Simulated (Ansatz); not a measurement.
# Al(100) film, 5 layers, adrow: surface scattering

How does Al(100) film, 5 layers, adrow scatter electrons that run along the film?

Program: Ansatz 0.2.0. Level of theory: Ansatz plane-wave DFT, PBE, PAW files; relaxation of the atoms about the surface defect; PAW set soft_1, in the first sound run; inputs show where later runs differ. Results are calculated unless marked as measured.

### 1. Starting point

The cell holds 66 atoms: 66 Al. Its edges and angles: a = 21.120 Å, b = 2.862 Å, c = 37.211 Å, α = 90.0°, β = 90.0°, γ = 90.0°. It derives from Al. Vacuum lies along a. The structure's axis is c.

### 2. Relaxing about the defect

The neighbours of the defect are let go while the lead's layers stay on their sites, since a lead must repeat to 0.01 Å.

Contents of input.yaml:

```yaml
crystal:
  lattice:
    - [21.119925, 0.0, 0.0]
    - [0.0, 2.862347037, 0.0]
    - [0.0, 0.0, 37.2105114815]
  atoms:
    - { symbol: Al, position: [0.2130689385, 0.0, 0.0] }
    - { symbol: Al, position: [0.3089019019, 0.5, 0.0384615385] }
    - { symbol: Al, position: [0.4047348653, 0.0, 0.0] }
    - { symbol: Al, position: [0.5005678287, 0.5, 0.0384615385] }
    - { symbol: Al, position: [0.5964007921, 0.0, 0.0] }
    - { symbol: Al, position: [0.2130689385, 0.0, 0.0769230769] }
    - { symbol: Al, position: [0.3089019019, 0.5, 0.1153846154] }
    - { symbol: Al, position: [0.4047348653, 0.0, 0.0769230769] }
    - { symbol: Al, position: [0.5005678287, 0.5, 0.1153846154] }
    - { symbol: Al, position: [0.5964007921, 0.0, 0.0769230769] }
    - { symbol: Al, position: [0.2130689385, 0.0, 0.1538461538] }
    - { symbol: Al, position: [0.3089019019, 0.5, 0.1923076923] }
    - { symbol: Al, position: [0.4047348653, 0.0, 0.1538461538] }
    - { symbol: Al, position: [0.5005678287, 0.5, 0.1923076923] }
    - { symbol: Al, position: [0.5964007921, 0.0, 0.1538461538] }
    - { symbol: Al, position: [0.2130689385, 0.0, 0.2307692308] }
    - { symbol: Al, position: [0.3089019019, 0.5, 0.2692307692] }
    - { symbol: Al, position: [0.4047348653, 0.0, 0.2307692308] }
    - { symbol: Al, position: [0.5005678287, 0.5, 0.2692307692] }
    - { symbol: Al, position: [0.5964007921, 0.0, 0.2307692308] }
    - { symbol: Al, position: [0.2130689385, 0.0, 0.3076923077] }
    - { symbol: Al, position: [0.3089019019, 0.5, 0.3461538462] }
    - { symbol: Al, position: [0.4047348653, 0.0, 0.3076923077] }
    - { symbol: Al, position: [0.5005678287, 0.5, 0.3461538462] }
    - { symbol: Al, position: [0.5964007921, 0.0, 0.3076923077] }
    - { symbol: Al, position: [0.2130689385, 0.0, 0.3846153846] }
    - { symbol: Al, position: [0.3089019019, 0.5, 0.4230769231] }
    - { symbol: Al, position: [0.4047348653, 0.0, 0.3846153846] }
    - { symbol: Al, position: [0.5005678287, 0.5, 0.4230769231] }
    - { symbol: Al, position: [0.5964007921, 0.0, 0.3846153846] }
    - { symbol: Al, position: [0.2130689385, 0.0, 0.4615384615] }
    - { symbol: Al, position: [0.3089019019, 0.5, 0.5] }
    - { symbol: Al, position: [0.4047348653, 0.0, 0.4615384615] }
    - { symbol: Al, position: [0.5005678287, 0.5, 0.5] }
    - { symbol: Al, position: [0.5964007921, 0.0, 0.4615384615] }
    - { symbol: Al, position: [0.2130689385, 0.0, 0.5384615385] }
    - { symbol: Al, position: [0.3089019019, 0.5, 0.5769230769] }
    - { symbol: Al, position: [0.4047348653, 0.0, 0.5384615385] }
    - { symbol: Al, position: [0.5005678287, 0.5, 0.5769230769] }
    - { symbol: Al, position: [0.5964007921, 0.0, 0.5384615385] }
    - { symbol: Al, position: [0.2130689385, 0.0, 0.6153846154] }
    - { symbol: Al, position: [0.3089019019, 0.5, 0.6538461538] }
    - { symbol: Al, position: [0.4047348653, 0.0, 0.6153846154] }
    - { symbol: Al, position: [0.5005678287, 0.5, 0.6538461538] }
    - { symbol: Al, position: [0.5964007921, 0.0, 0.6153846154] }
    - { symbol: Al, position: [0.2130689385, 0.0, 0.6923076923] }
    - { symbol: Al, position: [0.3089019019, 0.5, 0.7307692308] }
    - { symbol: Al, position: [0.4047348653, 0.0, 0.6923076923] }
    - { symbol: Al, position: [0.5005678287, 0.5, 0.7307692308] }
    - { symbol: Al, position: [0.5964007921, 0.0, 0.6923076923] }
    - { symbol: Al, position: [0.2130689385, 0.0, 0.7692307692] }
    - { symbol: Al, position: [0.3089019019, 0.5, 0.8076923077] }
    - { symbol: Al, position: [0.4047348653, 0.0, 0.7692307692] }
    - { symbol: Al, position: [0.5005678287, 0.5, 0.8076923077] }
    - { symbol: Al, position: [0.5964007921, 0.0, 0.7692307692] }
    - { symbol: Al, position: [0.2130689385, 0.0, 0.8461538462] }
    - { symbol: Al, position: [0.3089019019, 0.5, 0.8846153846] }
    - { symbol: Al, position: [0.4047348653, 0.0, 0.8461538462] }
    - { symbol: Al, position: [0.5005678287, 0.5, 0.8846153846] }
    - { symbol: Al, position: [0.5964007921, 0.0, 0.8461538462] }
    - { symbol: Al, position: [0.2130689385, 0.0, 0.9230769231] }
    - { symbol: Al, position: [0.3089019019, 0.5, 0.9615384615] }
    - { symbol: Al, position: [0.4047348653, 0.0, 0.9230769231] }
    - { symbol: Al, position: [0.5005678287, 0.5, 0.9615384615] }
    - { symbol: Al, position: [0.5964007921, 0.0, 0.9230769231] }
    - { symbol: Al, position: [0.6832283785, 0.5, 0.5] }
kpoints:
  mp_grid: { grid: [1, 8, 1] }
hamiltonian:
  xc: pbe
  pseudopotentials: { kind: paw, azcp: { folder: soft_1 } }
scf:
  occupations: { method: fermi_dirac, width: 0.1 }
relax:
  f_tol: 0.03
  max_steps: 40
  constraints:
    - { sites: [0, 1, 2, 3, 4, 5, 6, 7, 8, 9, 10, 11, 12, 13, 14, 15, 16, 17, 18, 19, 20, 21, 22, 24, 25, 26, 27, 30, 31, 32, 35, 36, 37, 40, 41, 42, 45, 46, 47, 48, 49, 50, 51, 52, 53, 54, 55, 56, 57, 58, 59, 60, 61, 62, 63, 64] }
```

Launch:

```
> ansatz run input.yaml --threads 8 --pin off --max-ram 15360MiB --backend cpu --events-out ev --progress --plain --runs-dir out
```

Numbers of over 12 decimals in the logs are rounded to 6 here.

Output:

```text
Engine: ansatz 0.2.0, x86_64-unknown-linux-gnu
Pseudopotentials: kind: paw
Pseudopotential: Al, paw, valence charge 3, recommended cutoff 420 eV (normal), soft_1/Al.paw.azcp
Functional definition: PBE
  parameter kappa = 0.804
  parameter beta = 0.066725
  exchange = pbe_x(kappa = kappa, mu = beta*pi^2/3)
  correlation = pbe_c(beta = beta)
Crystal: 66 atoms, lattice volume = 2249.470 Å³
Basis set: ecut = 420 eV, 43999 PW (Γ), exchange–correlation on 288×40×500 points (8 copies of the dense FFT grid, shifted against one another)
Bands: 165, of which v1, the nominal top of the filled ones, is band 99 counted from 1 (98 counted from 0)
Symmetry: 4 space group operations
Space group: Pmm2 (ITA 25), of the structure as read, at distance tolerance 1.3e-4 Å
k-points: 5 of 8
Non-local potential: Al, projectors of the file, l = 0: 2, l = 1: 2, l = 2: 1
PAW form: soft (Blöchl's): semilocal exchange-correlation on the pseudo side does not see the compensation charge
PAW one-centre angular grid: Al, 110 points (default); XC on 64 Gauss nodes
Initial density: superposition of atomic densities (neutral atoms: chi_scale 0, normalization atom)
Initial wavefunctions: pseudopotential atomic-orbital guess
Functional: x = pbe(κ = 0.804, μ = 0.219515), c = pbe(β = 0.066725)
SCF iter   1: F=—  HF=-35472.178828 eV  |F-HF|=—  |Δ(HF+E_count)|=         —  Δρ=1.93e-2  dr2=8.61e1  ethr=3.10e-3  ⟨swp⟩=7.8  Hψ=4720  notcnv=0  defer=24
preconditioner: auto → LDOS  [metal: Δε(μ)=0.013 eV  Ē_g=6.498 eV  σ=0.100 eV  W_gap=0.03  n_scr=212 (ndim 8)  ℏωp=11.0 eV  f_vac=0.364  D(μ)=32.47/eV (n_scr^D=160)  β→1.0]
SCF iter   2: F=—  HF=-35463.468583 eV  |F-HF|=—  |Δ(HF+E_count)|=    8.71e0  Δρ=9.50e-3  dr2=1.01e1  ethr=3.10e-3  ⟨swp⟩=5.0  Hψ=2141  notcnv=0  defer=82
SCF iter   3: F=—  HF=-35462.800580 eV  |F-HF|=—  |Δ(HF+E_count)|=   6.68e-1  Δρ=1.80e-3  dr2=4.08e-1  ethr=3.10e-3  ⟨swp⟩=3.8  Hψ=1534  notcnv=0  defer=79
SCF iter   4: F=—  HF=-35462.736030 eV  |F-HF|=—  |Δ(HF+E_count)|=   6.45e-2  Δρ=3.85e-4  dr2=6.59e-3  ethr=2.06e-4  ⟨swp⟩=2.8  Hψ=1450  notcnv=0  defer=78
SCF iter   5: F=—  HF=-35462.737306 eV  |F-HF|=—  |Δ(HF+E_count)|=   1.28e-3  Δρ=9.14e-5  dr2=7.61e-4  ethr=3.33e-6  ⟨swp⟩=2.4  Hψ=1351  notcnv=0  defer=78
SCF iter   6: F=—  HF=-35462.737431 eV  |F-HF|=—  |Δ(HF+E_count)|=   1.25e-4  Δρ=2.17e-5  dr2=3.86e-5  ethr=3.84e-7  ⟨swp⟩=2.4  Hψ=1016  notcnv=0  defer=78
SCF iter   7: F=-35462.737435 eV  HF=-35462.737436 eV  |F-HF|=1.33e-6  |Δ(HF+E_count)|=   5.29e-6  Δρ=4.50e-6  dr2=2.69e-6  ethr=1.14e-8  ⟨swp⟩=4.4  Hψ=2405  notcnv=0
SCF 1 converged in 7 iterations: F = -35462.737435 eV  dr2 = 2.69e-6
  greatest PAW one-centre occupation: 0.495 electrons in one spin orbital (limit 2), on the Al atom at site 65 (counted from 0), in its partial waves of l = 0
relax step   1: F+E_penalty+E_count = -35462.73743508 eV  Δ(F+E_penalty+E_count) = +0.000e0 eV  max|allowed force component| = 4.486e-1 eV/Å  Δτ_max = 0.0000 Å  (7 SCF iters, dr2 threshold 2.25e-5 eV, accepted)
Initial density: handed on by an earlier stage of this run
Initial wavefunctions: those handed on with the density
iter 1 solved again at ethr=2.39e-4 eV; its pass at ethr=3.10e-3 eV (dr2=4.72e-1 eV) is discarded
SCF iter   1: F=—  HF=-35462.802392 eV  |F-HF|=—  |Δ(HF+E_count)|=         —  Δρ=8.49e-4  dr2=4.05e-1  ethr=2.39e-4  ⟨swp⟩=2.6  Hψ=2437  notcnv=0  defer=70
preconditioner: auto → LDOS  [metal: Δε(μ)=0.009 eV  Ē_g=6.318 eV  σ=0.100 eV  W_gap=0.02  n_scr=212 (ndim 8)  ℏωp=11.0 eV  f_vac=0.381  D(μ)=30.87/eV (n_scr^D=160)  β→1.0]
SCF iter   2: F=—  HF=-35462.783112 eV  |F-HF|=—  |Δ(HF+E_count)|=   1.93e-2  Δρ=4.21e-4  dr2=1.36e-2  ethr=2.04e-4  ⟨swp⟩=2.0  Hψ=919  notcnv=0  defer=71
SCF iter   3: F=—  HF=-35462.782261 eV  |F-HF|=—  |Δ(HF+E_count)|=   8.51e-4  Δρ=8.22e-5  dr2=8.88e-4  ethr=6.85e-6  ⟨swp⟩=2.6  Hψ=1320  notcnv=0  defer=71
SCF iter   4: F=—  HF=-35462.781979 eV  |F-HF|=—  |Δ(HF+E_count)|=   2.82e-4  Δρ=1.77e-5  dr2=1.46e-5  ethr=4.49e-7  ⟨swp⟩=2.0  Hψ=1153  notcnv=0  defer=71
SCF iter   5: F=-35462.781985 eV  HF=-35462.781985 eV  |F-HF|=1.10e-8  |Δ(HF+E_count)|=   6.19e-6  Δρ=4.47e-6  dr2=9.13e-7  ethr=6.35e-9  ⟨swp⟩=5.0  Hψ=2736  notcnv=0
SCF 2 converged in 5 iterations: F = -35462.781985 eV  dr2 = 9.13e-7
  greatest PAW one-centre occupation: 0.498 electrons in one spin orbital (limit 2), on the Al atom at site 65 (counted from 0), in its partial waves of l = 0
relax step   2: F+E_penalty+E_count = -35462.78198540 eV  Δ(F+E_penalty+E_count) = -4.455e-2 eV  max|allowed force component| = 3.271e-2 eV/Å  Δτ_max = 0.1366 Å  (5 SCF iters, dr2 threshold 1.26e-5 eV, accepted)
SCF iter   1: F=—  HF=-35462.782830 eV  |F-HF|=—  |Δ(HF+E_count)|=         —  Δρ=8.15e-5  dr2=1.19e-3  ethr=2.14e-5  ⟨swp⟩=2.6  Hψ=1387  notcnv=0  defer=70
preconditioner: auto → LDOS  [metal: Δε(μ)=0.003 eV  Ē_g=6.321 eV  σ=0.100 eV  W_gap=0.01  n_scr=212 (ndim 8)  ℏωp=11.0 eV  f_vac=0.381  D(μ)=30.77/eV (n_scr^D=160)  β→1.0]
SCF iter   2: F=—  HF=-35462.782700 eV  |F-HF|=—  |Δ(HF+E_count)|=   1.30e-4  Δρ=3.87e-5  dr2=9.63e-5  ethr=6.02e-7  ⟨swp⟩=2.4  Hψ=1307  notcnv=0  defer=70
SCF iter   3: F=—  HF=-35462.782498 eV  |F-HF|=—  |Δ(HF+E_count)|=   2.02e-4  Δρ=1.02e-5  dr2=1.27e-5  ethr=4.86e-8  ⟨swp⟩=2.0  Hψ=1272  notcnv=0  defer=70
SCF iter   4: F=—  HF=-35462.782496 eV  |F-HF|=—  |Δ(HF+E_count)|=   1.51e-6  Δρ=2.08e-6  dr2=6.24e-7  ethr=6.41e-9  ⟨swp⟩=2.8  Hψ=1507  notcnv=0  defer=70
SCF iter   5: F=-35462.782496 eV  HF=-35462.782496 eV  |F-HF|=9.82e-10  |Δ(HF+E_count)|=   5.90e-9  Δρ=4.57e-7  dr2=1.01e-8  ethr=5.05e-11  ⟨swp⟩=5.2  Hψ=2551  notcnv=0
SCF 3 converged in 5 iterations: F = -35462.782496 eV  dr2 = 1.01e-8
relax step   3: F+E_penalty+E_count = -35462.78249632 eV  Δ(F+E_penalty+E_count) = -5.109e-4 eV  max|allowed force component| = 3.694e-3 eV/Å  Δτ_max = 0.0106 Å  (5 SCF iters, accepted)
SCF converged after 5 iterations
Free energy (F): -35462.782496 eV
Harris-Foulkes:  -35462.782496 eV  (|F-HF|=9.82e-10)
Internal energy: -35461.774287 eV  (E = F + TS)
E sigma→0 (E₀):  -35462.278392 eV
Entropy (-TS):   -1.008209 eV (-15.276 meV/atom)
Fermi energy:    1.674306 eV
--- Per-component energies (eV) ---
  E_band       = -480.820252
  E_kinetic    = 1416.939172
  E_local      = -29899.087680  (includes V_loc(G=0)·N_el)
  E_nonlocal   = 665.502028
  E_hartree    = 14717.583120
  E_xc         = -2446.516442
  E_vxc        = -1870.072321  (∫ρ·V_xc dr)
  E_paw        = -30978.548960  (= ΣΔE_a)
  E_vpaw       = -229.265569  (= ΣTr[D̂ρ^β])
  E_aug_tail   = -0.000137  (compensation charges beyond the density's cutoff)
  E_ewald      = 11062.354612
  E_smearing   = -1.008209  (= −TS)
  E_closure    = -0.000000  (closes the sum)
  Σ components = -35462.782496   (vs F -35462.782496, Δ=0.00e0)
--- Forces (eV/Å), atoms counted from 1 ---
  atom   1  Al    -0.09237999     0.00000000     0.00000000
  atom   2  Al     0.10164720     0.00000000    -0.00466447
  atom   3  Al    -0.00627137     0.00000000     0.00000000
  atom   4  Al    -0.10254165    -0.00000000    -0.00330971
  atom   5  Al     0.08701159     0.00000000     0.00000000
  atom   6  Al    -0.09958618    -0.00000000    -0.00954919
  atom   7  Al     0.09786645     0.00000000     0.00227484
  atom   8  Al     0.00226891     0.00000000     0.00070723
  atom   9  Al    -0.10432156     0.00000000    -0.00208081
  atom  10  Al     0.08633314    -0.00000000     0.02003722
  atom  11  Al    -0.10078137     0.00000000    -0.00991398
  atom  12  Al     0.10410210     0.00000000     0.00075400
  atom  13  Al    -0.00087056     0.00000000    -0.00619450
  atom  14  Al    -0.09988385     0.00000000     0.00126765
  atom  15  Al     0.09616609     0.00000000     0.01357907
  atom  16  Al    -0.07963594    -0.00000000     0.00455821
  atom  17  Al     0.10327558     0.00000000    -0.01976177
  atom  18  Al    -0.01252672     0.00000000     0.00305309
  atom  19  Al    -0.09926665     0.00000000     0.01325351
  atom  20  Al     0.11000900     0.00000000    -0.00598946
  atom  21  Al    -0.06916050    -0.00000000    -0.00118653
  atom  22  Al     0.10803143     0.00000000    -0.03162950
  atom  23  Al    -0.02140821     0.00000000    -0.00930179
  atom  24  Al    -0.00069240     0.00000000     0.00087949
  atom  25  Al     0.07324116     0.00000000    -0.00823666
  atom  26  Al    -0.09652999     0.00000000     0.09142322
  atom  27  Al     0.11965850    -0.00000000     0.08376639
  atom  28  Al    -0.02314594     0.00000000     0.03170264
  atom  29  Al    -0.00013381    -0.00000000     0.00041146
  atom  30  Al    -0.00079225     0.00000000     0.00093096
  atom  31  Al    -0.15631702     0.00000000    -0.02489940
  atom  32  Al     0.13999058     0.00000000     0.00000000
  atom  33  Al     0.00006646    -0.00000000     0.03921427
  atom  34  Al     0.00205070     0.00000000     0.00000000
  atom  35  Al     0.00159037     0.00000000    -0.00349346
  atom  36  Al    -0.15631702     0.00000000     0.02489940
  atom  37  Al     0.11965850     0.00000000    -0.08376639
  atom  38  Al     0.00006646     0.00000000    -0.03921427
  atom  39  Al    -0.00013381    -0.00000000    -0.00041146
  atom  40  Al     0.00159037    -0.00000000     0.00349346
[...]
atom  55  Al     0.11000900     0.00000000     0.00598946
  atom  56  Al    -0.10078137     0.00000000     0.00991398
  atom  57  Al     0.09786645     0.00000000    -0.00227484
  atom  58  Al    -0.00087056     0.00000000     0.00619450
  atom  59  Al    -0.10432156     0.00000000     0.00208081
  atom  60  Al     0.09616609     0.00000000    -0.01357907
  atom  61  Al    -0.09958618     0.00000000     0.00954919
  atom  62  Al     0.10164720     0.00000000     0.00466447
  atom  63  Al     0.00226891     0.00000000    -0.00070723
  atom  64  Al    -0.10254165     0.00000000     0.00330971
  atom  65  Al     0.08633314     0.00000000    -0.02003722
  atom  66  Al    -0.00369371     0.00000000     0.00000000
  max |Σ_I F_I| component: 3.14e-5 eV/Å
--- Relaxed structure (3 steps of the walk, 3 accepted, 0 SCFs on fresh bases) ---
  F+E_penalty+E_count = -35462.78249632 eV   max|allowed force component| = 3.694e-3 eV/Å
  atoms:
    - { symbol: Al, position: [0.2130689385, 0.0, 0.0] }
    - { symbol: Al, position: [0.3089019019, 0.5, 0.038462] }
    - { symbol: Al, position: [0.4047348653, 0.0, 0.0] }
    - { symbol: Al, position: [0.5005678287, 0.5, 0.038462] }
    - { symbol: Al, position: [0.5964007921, 0.0, 0.0] }
    - { symbol: Al, position: [0.2130689385, 0.0, 0.076923] }
    - { symbol: Al, position: [0.3089019019, 0.5, 0.115385] }
    - { symbol: Al, position: [0.4047348653, 0.0, 0.076923] }
    - { symbol: Al, position: [0.5005678287, 0.5, 0.115385] }
    - { symbol: Al, position: [0.5964007921, 0.0, 0.076923] }
    - { symbol: Al, position: [0.2130689385, 0.0, 0.153846] }
    - { symbol: Al, position: [0.3089019019, 0.5, 0.1923076923] }
    - { symbol: Al, position: [0.4047348653, 0.0, 0.153846] }
    - { symbol: Al, position: [0.5005678287, 0.5, 0.1923076923] }
    - { symbol: Al, position: [0.5964007921, 0.0, 0.153846] }
    - { symbol: Al, position: [0.2130689385, 0.0, 0.230769] }
    - { symbol: Al, position: [0.3089019019, 0.5, 0.2692307692] }
    - { symbol: Al, position: [0.4047348653, 0.0, 0.230769] }
    - { symbol: Al, position: [0.5005678287, 0.5, 0.2692307692] }
    - { symbol: Al, position: [0.5964007921, 0.0, 0.230769] }
    - { symbol: Al, position: [0.2130689385, 0.0, 0.3076923077] }
    - { symbol: Al, position: [0.3089019019, 0.5, 0.346154] }
    - { symbol: Al, position: [0.4047348653, 0.0, 0.3076923077] }
    - { symbol: Al, position: [0.499676, 0.5, 0.346436] }
    - { symbol: Al, position: [0.5964007921, 0.0, 0.3076923077] }
    - { symbol: Al, position: [0.2130689385, 0.0, 0.3846153846] }
    - { symbol: Al, position: [0.3089019019, 0.5, 0.423077] }
    - { symbol: Al, position: [0.4047348653, 0.0, 0.3846153846] }
    - { symbol: Al, position: [0.500293, 0.5, 0.423423] }
    - { symbol: Al, position: [0.597406, 0.0, 0.384066] }
    - { symbol: Al, position: [0.2130689385, 0.0, 0.461538] }
    - { symbol: Al, position: [0.3089019019, 0.5, 0.5] }
    - { symbol: Al, position: [0.4047348653, 0.0, 0.461538] }
    - { symbol: Al, position: [0.501627, 0.5, 0.5] }
    - { symbol: Al, position: [0.598881, 0, 0.460050] }
    - { symbol: Al, position: [0.2130689385, 0.0, 0.5384615385] }
    - { symbol: Al, position: [0.3089019019, 0.5, 0.576923] }
    - { symbol: Al, position: [0.4047348653, 0.0, 0.5384615385] }
    - { symbol: Al, position: [0.500293, 0.5, 0.576577] }
    - { symbol: Al, position: [0.598881, 0, 0.539950] }
[...]
- { symbol: Al, position: [0.5964007921, 0.0, 0.7692307692] }
    - { symbol: Al, position: [0.2130689385, 0.0, 0.846154] }
    - { symbol: Al, position: [0.3089019019, 0.5, 0.8846153846] }
    - { symbol: Al, position: [0.4047348653, 0.0, 0.846154] }
    - { symbol: Al, position: [0.5005678287, 0.5, 0.8846153846] }
    - { symbol: Al, position: [0.5964007921, 0.0, 0.846154] }
    - { symbol: Al, position: [0.2130689385, 0.0, 0.9230769231] }
    - { symbol: Al, position: [0.3089019019, 0.5, 0.961538] }
    - { symbol: Al, position: [0.4047348653, 0.0, 0.9230769231] }
    - { symbol: Al, position: [0.5005678287, 0.5, 0.961538] }
    - { symbol: Al, position: [0.5964007921, 0.0, 0.9230769231] }
    - { symbol: Al, position: [0.689429, 0.5, 0.5] }
```

It took 67 s on 8 threads of Intel Xeon at 2.70GHz, shared host; peak memory 6.9 GiB.

The steps of the relaxation:

```
step  energy less that of the first step (eV)  largest force component (eV/Å)
   1                                   0.0000                          0.4486
   2                                  -0.0445                          0.0327
   3                                  -0.0451                          0.0037
```

The run keeps the 4 symmetry operations that it works with, so distortions that break them were not tested.

The atoms that moved most (Å):

| atom | dx | dy | dz | length |
| --- | --- | --- | --- | --- |
| Al66 | 0.131 | 0.000 | 0.000 | 0.131 |
| Al35 | 0.052 | 0.000 | -0.055 | 0.076 |
| Al40 | 0.052 | 0.000 | 0.055 | 0.076 |
| Al30 | 0.021 | 0.000 | -0.020 | 0.029 |
| Al45 | 0.021 | 0.000 | 0.020 | 0.029 |
| Al34 | 0.022 | 0.000 | 0.000 | 0.022 |
| Al44 | -0.019 | 0.000 | -0.011 | 0.022 |
| Al24 | -0.019 | 0.000 | 0.011 | 0.022 |

Numbers from this step:

* free energy: -35462.7825 eV
* energy at zero smearing: -35462.2784 eV
* Fermi energy: 1.674 eV

The largest force component on a free atom ends at 0.0037 eV/Å, under the tolerance of 0.03, after 3 steps.

[end of part 1 of 2]

[Logs are printed without paths, hosts, clocks, repeated set-up lines and the standing remarks that a program may print on its own settings, such as how far it seeks lower states.]

[Hosts, paths, dates, database ids (printed as entryN), source tags and the programs' standing remarks are cut or masked in the printed files.]
